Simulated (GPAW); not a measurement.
# LiCl (Fm-3m): G0W0 with GPAW, start to end, part 2 of 2

Wanted: ground state, empty states, screening and self-energy for LiCl (Fm-3m).

GPAW 26.7.0; LDA and many-body steps on it, plane waves. Known limits of the many-body steps: short of the basis limit.

So far. Step 3 (Bands along the symmetry lines): The gap is 5.981 eV, −0.005 eV from the run before at this level. Step 4 (Empty states on the mesh, 6×6×6 mesh, 117 bands): On this mesh the gap is 5.986 eV.

The database entry behind the starting cell differs from other determinations of this structure, so it need not match the best structure at room temperature.

## (5) Screening and self-energy, 6×6×6 mesh, 107 bands, screening to 125 eV

Now the one-shot GW correction: screening in the RPA, then the self-energy of the levels asked for.

This step: G0W0 on LDA, plane waves, PAW.

The input, run.py:

```python
import json
import numpy as np
from gpaw.mpi import world
from gpaw.response.g0w0 import G0W0

gw = G0W0('full.gpw',
    filename='gw',
    kpts=[0],
    bands=(2, 6),
    ecut=125,
    nbands=107,
    integrate_gamma='WS',
    ppa=True)
gw.calculate()
res = {mode: {k: v for k, v in r.items() if k != 'sigma_eskwn'}
       for mode, r in gw.all_results.items()}

if world.rank == 0:
    with open('result.json', 'w') as f:
        json.dump(res, f, default=lambda x: x.tolist())
```

The run is started by

```
$ mpirun -n 4 gpaw python run.py
```

What it wrote:

```text
Using integrator: PointIntegrator
FrequencyGridDescriptor(from 0.000+0.000j to 0.000+27.211j eV, 2 points)
Nonperiodic BCs:  [False False False]
Using integrator: PointIntegrator
FrequencyGridDescriptor(from 0.000+0.000j to 0.000+27.211j eV, 2 points)
Nonperiodic BCs:  [False False False]
  ___  _ _ _
 |   || | | |
 | | || | | |
 |__ ||_____|
 |___|

BZ k-points: Symmetries present (total): 48

  [... matrices ...]
216 k-points: 6 x 6 x 6 Monkhorst-Pack grid + [1/12,1/12,1/12]
16 k-points in the irreducible part of the Brillouin zone
       k-points in crystal coordinates                weights
   0:     0.00000000    0.00000000    0.00000000          1/216
   1:     0.16666667    0.16666667    0.00000000          6/216
   2:     0.16666667    0.16666667    0.16666667          8/216
   3:     0.33333333    0.16666667    0.16666667         12/216
   4:     0.33333333    0.33333333   -0.33333333         12/216
   5:     0.33333333    0.33333333    0.00000000          6/216
   6:     0.33333333    0.33333333    0.16666667         24/216
   7:     0.33333333    0.33333333    0.33333333          8/216
   8:     0.50000000    0.33333333   -0.33333333         24/216
   9:     0.50000000    0.33333333   -0.16666667         12/216
          ...
  15:     0.50000000    0.50000000    0.50000000          4/216

Distributing spins, k-points and bands (1 x 1 x 4) over 4 processes
Number of blocks: 1

Quasi particle states:
k-points (IBZ indices): [0]
Band range: (2, 6)
  [... matrices ...]
Computational parameters:
Plane wave cut-off: 125 eV
Number of bands: 107
Coulomb cutoff: None
Broadening: 0.1 eV

fxc modes: GW
Kernel: RPA
Using Godby-Needs plasmon-pole approximation:
  Fitting energy: i*E0, E0 = 1.000 Hartree
Summing all q:

Calculating screened Coulomb potential
No Coulomb truncation
FrequencyGridDescriptor(from 0.000+0.000j to 0.000+27.211j eV, 2 points)
Removing empty qpoint cache files...

Calculating chi0 body with:
    Ground state adapter containing:
    Number of spins: 1
    Number of kpoints: 216
    Number of irreducible kpoints: 16
    Number of completely occupied states: 4
    Number of partially occupied states: 4
    Occupied states memory: 0.565247 M / cpu

    Linear response parametrization:
    q_c: [1.387779e-17, 1.387779e-17, 1.387779e-17]
    Number of frequency points: 2
    Planewave cutoff: 125.0
    Number of bands: 107
    Number of planewaves: 113
    Broadening (eta): 1e-06
    comm.size: 4
    kncomm.size: 4
    blockcomm.size: 1

    Memory estimate of potentially large arrays:
        chi0_wGG: 0.389679 M / cpu
Integrating chi0 body.

Symmetries of q_c:
    Direct symmetries (Uq -> q): 48
    Indirect symmetries (TUq -> q): 0
In total 48 allowed symmetries.

  [... matrices ...]
16 groups of equivalent kpoints. 92.592593% reduction.

Integral kind: response function
Integrating chi0 head and wings.

Symmetries of q_c:
    Direct symmetries (Uq -> q): 48
    Indirect symmetries (TUq -> q): 0
In total 48 allowed symmetries.

  [... matrices ...]
16 groups of equivalent kpoints. 92.592593% reduction.

Integral kind: response function wings

Calculating chi0 body with:
    Ground state adapter containing:
    Number of spins: 1
    Number of kpoints: 216
    Number of irreducible kpoints: 16
    Number of completely occupied states: 4
    Number of partially occupied states: 4
[... the further q-points ...]

Results:
f:      Occupation numbers
eps:     KS-eigenvalues [eV]
vxc:     KS vxc [eV]
exx:     Exact exchange [eV]
sigma:   Self-energies [eV]
dsigma:  Self-energy derivatives
Z:       Renormalization factors
qp:      QP-energies [eV]

k-point 0 (0): (0.000, 0.000, 0.000)                GW
band       f     eps     vxc     exx   sigma  dsigma       Z      qp
                                                                   GW
   2   1.000   0.540 -17.233 -21.238   2.122  -0.241   0.806  -0.978
   3   1.000   0.540 -17.233 -21.238   2.122  -0.241   0.806  -0.978
   4   0.000   6.526 -11.280  -6.445  -3.466  -0.181   0.847   7.685
   5   0.000  12.163 -10.136  -4.520  -3.816  -0.188   0.842  13.678
```

It took 36 s on 4 MPI ranks of Intel Xeon 6975P-C (Granite Rapids), shared host; peak memory 1 GiB; 2.4 min of CPU time.

Numbers from this step:

| Property | Result |
| --- | --- |
| G0W0 gap on the mesh | 8.663 eV |
| least direct G0W0 gap on the computed points | 8.663 eV |
| Z at the valence top | 0.8060 |
| Z at the conduction bottom | 0.8469 |
| starting gap on the mesh | 5.986 eV |
| k of the valence top | 0, 0, 0 |
| k of the conduction bottom | 0, 0, 0 |

The gap on the mesh goes from 5.99 eV to 8.66 eV, a correction of +2.68 eV.

Limits: finite bands, cutoff and mesh. v1 is the top filled band, c1 the lowest empty one. Levels before and after the correction, in eV, zero at the valence-band top of each column:

```tsv
	conduction bottom	valence top
Kohn-Sham	5.99	0.00
G0W0	8.66	0.00
```

```tsv
	level	energy (eV)
Kohn-Sham	Γ v2-v1	0.000
Kohn-Sham	Γ c1	5.986
Kohn-Sham	Γ c2	11.623
G0W0	Γ v2-v1	0.000
G0W0	Γ c1	8.663
G0W0	Γ c2	14.656
```

## (6) Where the time went

Times are wall times on 4 MPI ranks of Intel Xeon 6975P-C (Granite Rapids), shared host, good to a factor of about two.

```tsv
step	time	share	memory (GiB)
ground state	3.7 s	7 %	0.57
bands along the symmetry lines	4.1 s	8 %	0.65
empty states on the mesh	6.4 s	13 %	1.1
screening and self-energy	36 s	72 %	1.0
```

## (7) Results

| Quantity | Value |
| --- | --- |
| LDA gap | 5.98 eV, indirect (only 5 meV under the direct gap) |
| G0W0 gap on the mesh | 8.66 eV |
| GW settings | 6×6×6 mesh, 107 bands, screening to 125 eV, Godby-Needs plasmon pole |
| known limits | short of the basis limit |

What this shows: G0W0 moves the gap on the mesh from 5.99 eV to 8.66 eV (+2.68 eV), with Z of 0.81 and 0.85 at the edges. The dearest step here is «screening and self-energy». Bands and cutoff are finite, so the gap stands short of the basis limit, usually by up to a few tenths of an eV; the mesh is an error of its own.

[Long decimals in the printed logs are rounded to 6 places.]

[Logs are printed without paths, hosts, clocks, repeated set-up lines and the standing remarks that a program may print on its own settings, such as how far it seeks lower states.]

[Paths, hosts, dates, memory and timing lines, banners, echoed tables and standing remarks are left out of the program output; an Ansatz launch command may be rebuilt from the run's recorded settings. Measured values are a selection of at most five: reports struck by readers or far from the other reports are left out. None is set beside runs whose start may be inverted or whose files or cutoffs have a known fault.]

[Runs of the session that timed out or met a known fault of the program may be left out.]

[Hosts, paths, dates, database ids (printed as entryN), source tags and the programs' standing remarks are cut or masked in the printed files.]

[Where the starting crystal was built by hand or by swapping elements, it need not be the compound's stable phase.]
